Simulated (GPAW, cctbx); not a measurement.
## Bonding in Ta6Bi2P as X-rays see it

Question: by how much does bonding change the X-ray structure factors of Ta6Bi2P, how firmly does DFT give the change, and what does a routine refinement make of it?

The start was made by putting kin elements into a known structure type; the compound need not exist, or be stable, in this form. All numbers below are calculated.

## 1. Find the equilibrium geometry

The density hangs on the geometry, so cell and atoms are relaxed first, with the symmetry held. The cutoff is set higher than for the density because stress converges slowly with plane waves.

Settings: GPAW 26.7.0, PBE, 570 eV, 5×3×3 k-points (along the axes of the calculation cell), Fermi–Dirac width 0.1 eV, BFGS to 0.03 eV/Å.

```text
cell
1.0
     0.000000000    0.000000000    3.765000000
     7.236000000    0.000000000    0.000000000
    -3.618000000    6.266559822    0.000000000
Bi Ta P
2 6 1
Direct
0.500000000 0.333333333 0.666666667
0.500000000 0.666666667 0.333333333
0.000000000 0.000000000 0.593500015
0.000000000 0.406499985 0.406499985
0.000000000 0.593500015 0.000000000
0.500000000 0.745800015 0.745800015
0.500000000 0.254199985 0.000000000
0.500000000 0.000000000 0.254199985
0.000000000 0.000000000 0.000000000
```

```console
$ OMP_NUM_THREADS=1 mpirun -n 4 gpaw python run.py > gpaw.log
```

```text
BFGS:    0      -71.200410        2.743451
BFGS:    1      -71.589732        1.945989
BFGS:    2      -72.284678        1.381920
BFGS:    3      -72.423596        1.300237
...
BFGS:   14      -73.507567        0.160498
BFGS:   15      -73.512255        0.061367
BFGS:   16      -73.512981        0.010495
cell  3.4292 7.6079 7.6079  120.00 90.00 90.00
volume 171.891 A^3, largest force 0.007 eV/A, largest stress 0.09 GPa
```

After 16 steps the volume has changed by +0.7 % and the energy by -2.313 eV; the largest stress left is 0.09 GPa. It took 5.6 min on 4 cores of Arm Neoverse V2 (shared host), peak memory 1.3 GiB.

Relaxed structure: P-62m (no. 189), a = 7.6079 Å, b = 7.6079 Å, c = 3.4292 Å, α = 90.00°, β = 90.00°, γ = 120.00°.

```
atom  mult.       x       y    z
 Bi1      2     1/3     2/3  1/2
 Ta1      3       0  0.6442    0
 Ta2      3  0.7582  0.7582  1/2
  P1      1       0       0    0
```

## 2. The all-electron density

X-rays see the whole electron density, so the PAW density is rebuilt with its core regions. Subtracting spherical free atoms from the same code cancels the cores and leaves the deformation density Δρ, the part due to bonding.

Settings: PBE, 450 eV, 7×4×4 k-points (along the axes of the calculation cell), Fermi–Dirac width 0.1 eV; primitive cell of 9 atoms.

```console
$ OMP_NUM_THREADS=1 mpirun -n 4 gpaw python run.py > gpaw.log
```

```text
|iter:   1|       0s |  -75.102494 | +0.35 |       |
|iter:   2|       2s |  -74.622031 | -1.34 | -1.29 |
|iter:   3|       4s |  -73.412426 | -0.83 | -1.33 |
...
|iter:  10|      18s |  -73.398801c| -5.97 | -4.39c|
|iter:  11|      20s |  -73.398817c| -6.84 | -4.69c|
|iter:  12|      22s |  -73.398813c| -7.50c| -5.10c|
```

```text
grid (36, 80, 80)  electrons 619.000  moved by bonding 2.135 e
deformation density beyond 0.5 A of the nuclei: max 0.109, min -0.147 e/A^3
atom        x       y       z   Voronoi charge  moment
Bi1    0.5000  0.3333  0.6667      0.020       0.00
Bi2    0.5000  0.6667  0.3333      0.020       0.00
Ta3    0.0000  0.0000  0.6442      0.053       0.00
Ta4    0.0000  0.3558  0.3558      0.053       0.00
Ta5    0.0000  0.6442  0.0000      0.053       0.00
Ta6    0.5000  0.7583  0.7583      0.011       0.00
Ta7    0.5000  0.2417  0.0000      0.011       0.00
Ta8    0.5000  0.0000  0.2417      0.011       0.00
P 9    0.0000  0.0000  0.0000     -0.230       0.00
mean inner potential of superposed free atoms 30.051 V
total magnetic moment 0.000 muB
```

Deformation density in a plane through the shortest contact of the Ta atom at the origin, in 0.01 e/Å³ (clipped at ±99); x from -1.6 to 4.1 Å, y from 2.4 down to -2.4 Å:

```text
 -7  -2   3  -4   .   .  -6   2   5   3   4   5   5   1  -7  -8
-10  -2   3  -1  -6  -5  -1   4   3   1   2   4   5   1  -2   .
 -6   0   3   3   2   3   4   3   1   0   2   4   4  -1  -6  -5
 -1   1   0  -1   0   1   1   0   1   2   4   5   4  -1 -10  -9
  1  -1  -6 -10  -7  -3  -4  -1   2   3   2   0   0   1  -2  -3
  1  -3  -9 -11   .   4  -1  -2   4   1  -5   .  -8   0   3   4
  1  -4  -5  -4   .   .  -5  -3   4  -3   .   .  -7   1   5   4
  1  -1  -2   7   . -10 -11  -4   3  -1  -7   .  -3   3   4   2
  2   1  -2  -2  -4  -9  -8  -1   3   3   1   1   3   3   1   0
  2   2   1  -2  -4  -4  -2   1   1   1   2   3   2   1   0   1
  1   2   2   1   1   1   1   0  -3  -8  -7  -4  -3  -1   1   3
 -2  -1   0   0   1   2   1  -2  -8 -11  -9   3  -1  -3   3   3
 -7  -3  -2  -5  -2   1   1  -3  -7  -5   .   .  -2  -3   4  -1
```

Atoms in or within 0.15 Å of the plane: Ta (0.0, 0.0), P (2.5, 0.0) Å. Dots mark points within about 0.45 Å of a nucleus; large values next to them are atomic features.

P gains most (-0.23 e) and Ta loses most (+0.03 e), in averages over each element's sites, as electronegativity suggests. Such charges fall far short of formal ones, since overlapping free atoms already put density on their neighbours. Along the shortest contact from the Ta atom at the map's origin, Ta–P at 2.51 Å, Δρ is +0.02 e/Å³ at the midpoint and highest, +0.04, 1.45 Å from Ta (points within 0.5 Å of a nucleus left out): little piles up between the atoms. At the midpoints of other shortest contacts it is +0.06 (Ta–Ta, 2.94 Å) and 0.00 (Bi–Ta, 2.95 Å) e/Å³. Point values carry grid noise of about 0.01 e/Å³. The run needed 12 iterations, 33 s.

## 3. Structure factors

The Fourier components of Δρ, added to those of the free atoms, give the static X-ray structure factors; the Mott–Bethe relation turns them into the Fourier components V of the potential that fast electrons feel.

```text
static structure factors of the conventional cell: F in electrons, V (Mott-Bethe) in volts
   h  k  l      d  |F| table  |F| free   |F| DFT   change   |V| free  |V| DFT  change %
   1  0  0  6.5886     5.118     5.092     4.812   -0.280     0.704    0.380    -46.1
   1  1  0  3.8039    43.866    43.848    43.882    0.033     1.766    1.769      0.2
   0  0  1  3.4292   137.677   137.572   137.632    0.060     4.211    4.192     -0.4
   2  0  0  3.2943    93.067    92.996    93.163    0.167     2.645    2.597     -1.8
   1  0  1  3.0419     1.421     1.397     1.299   -0.098     0.440    0.416     -5.5
   1  1  1  2.5470   321.384   321.091   320.563   -0.528     9.752    9.844      0.9
   2  1  0  2.4903   206.690   206.475   206.059   -0.416     6.087    6.156      1.1
   2  0  1  2.3757   171.498   171.375   171.186   -0.188     5.556    5.585      0.5
   3  0  0  2.1962   355.593   355.223   354.522   -0.701    10.584   10.674      0.9
   2  1  1  2.0150   167.531   167.325   167.115   -0.210     4.884    4.907      0.5
   2  2  0  1.9020   161.680   161.339   161.243   -0.096     4.311    4.318      0.2
   3  0  1  1.8494     0.976     0.742     0.665   -0.077     0.365    0.371      1.9
   3  1  0  1.8274    48.986    48.960    48.971    0.011     1.035    1.033     -0.2
   0  0  2  1.7146   467.173   466.422   465.926   -0.496    11.961   12.000      0.3
```

The largest X-ray change is -0.70 e on 300, 0.2 % of |F|. For electrons V goes as (Z − F)/g², so a change of F counts against Z − F, which is small at low angle and wherever the atoms' terms cancel: |V| of 100 moves by -46.1 % (0.70 to 0.38 V) against -5.5 % in |F|. The last three rows still change by up to 0.50 e; the table stops while the angles are still low. The tabulated Hartree–Fock atoms differ from the free DFT atoms by up to 0.75 e, so the choice of reference atom matters too.

## 4. The functional ladder

The same geometry is run with other functionals, to see whether the bonding signal is larger than the spread between approximations. Free atoms are LDA for LDA and PBE otherwise; meta-GGAs and hybrids keep PBE cores. Any other changed setting is in the row's label.

```csv
run,ΔF 300 (e),ΔF 111 (e),ΔF 210 (e),q(P) (e),moved (e),time
PBE,-0.701,-0.528,-0.416,-0.230,2.135,33 s
LDA,-0.688,-0.495,-0.394,-0.219,2.027,31 s
r2SCAN,-0.687,-0.502,-0.400,-0.238,2.325,75 s
```

At the base's settings ΔF(300) spans -0.701 to -0.687 e, a spread of 2 % of the PBE value; over the three listed reflections the spread is at most 6 %, so sign and size hold across the functionals. Times are from shared hosts.

## 5. What a spherical-atom refinement makes of it

Routine crystallography fits spherical atoms. To see the bias, intensities are simulated from tabulated atoms plus the DFT change ΔF, so that bonding alone can misfit (5796 reflections of the full sphere, merged to the counts below, to 0.5 Å, 1 % proportional noise plus counting noise, assumed isotropic U as listed, Δρ smeared by the mean U) and refined with cctbx over different ranges.

| range | data | R1 | GooF | U Bi1 (true 0.0038) | U Ta1 (true 0.004) | U Ta2 (true 0.004) | U P1 (true 0.0071) | largest shift (Å) | Δρ max, min (e/Å³) |
| --- | --- | --- | --- | --- | --- | --- | --- | --- | --- |
| all data | 582 | 0.0036 | 0.98 | 0.0038 | 0.0040 | 0.0040 | 0.0070 | 0.0001 | 0.62, -0.67 |
| low resolution, d > 0.84 | 136 | 0.0031 | 1.09 | 0.0037 | 0.0040 | 0.0040 | 0.0072 | 0.0000 | 0.22, -0.26 |
| high order, d < 0.75 | 395 | 0.0040 | 0.94 | 0.0038 | 0.0040 | 0.0040 | 0.0069 | 0.0001 | 0.45, -0.45 |
| occupancies free, d > 0.7 | 224 | 0.0031 | 1.00 | 0.0039 | 0.0039 | 0.0040 | 0.0060 | 0.0002 | 0.33, -0.28 |

With all data GooF is 0.98, so at this noise the bonding hardly shows; the top residual peak lies 1.23 Å from P and 1.86 Å from Ta. No U is off by more than 3 s.u. at low resolution. With Bi1 held at 1 and the scale free, the other occupancies refine to Ta1 0.995(0.002), Ta2 0.997(0.002) and P1 0.967(0.011), on sites that are all full: they absorb part of the misfit, and only ratios to the fixed site mean anything.

## 6. Answer

Bonding moves 2.13 e in the primitive cell of Ta6Bi2P and changes the structure factors of the conventional cell in the table above by at most 0.70 e (300, 0.2 %), and among reflections above 2 % of the strongest by up to 0.2 % (210). The shortest bond, Ta–P, has Δρ = +0.02 e/Å³ at its midpoint. At the base's settings ΔF(300) spans -0.701 to -0.687 e, a spread of 2 % of the PBE value; over the three listed reflections the spread is at most 6 %, so sign and size hold across the functionals. With all data GooF is 0.98, so at this noise the bonding hardly shows. Limits: static density, frozen cores, no spin–orbit coupling.

[Outputs are excerpts: Python notices, other lines and further rows are left out; steps that failed or that the build refused (PBEsol, TPSS) are not shown.]

[Logs are printed without paths, hosts, clocks, repeated set-up lines and the standing remarks that a program may print on its own settings, such as how far it seeks lower states.]
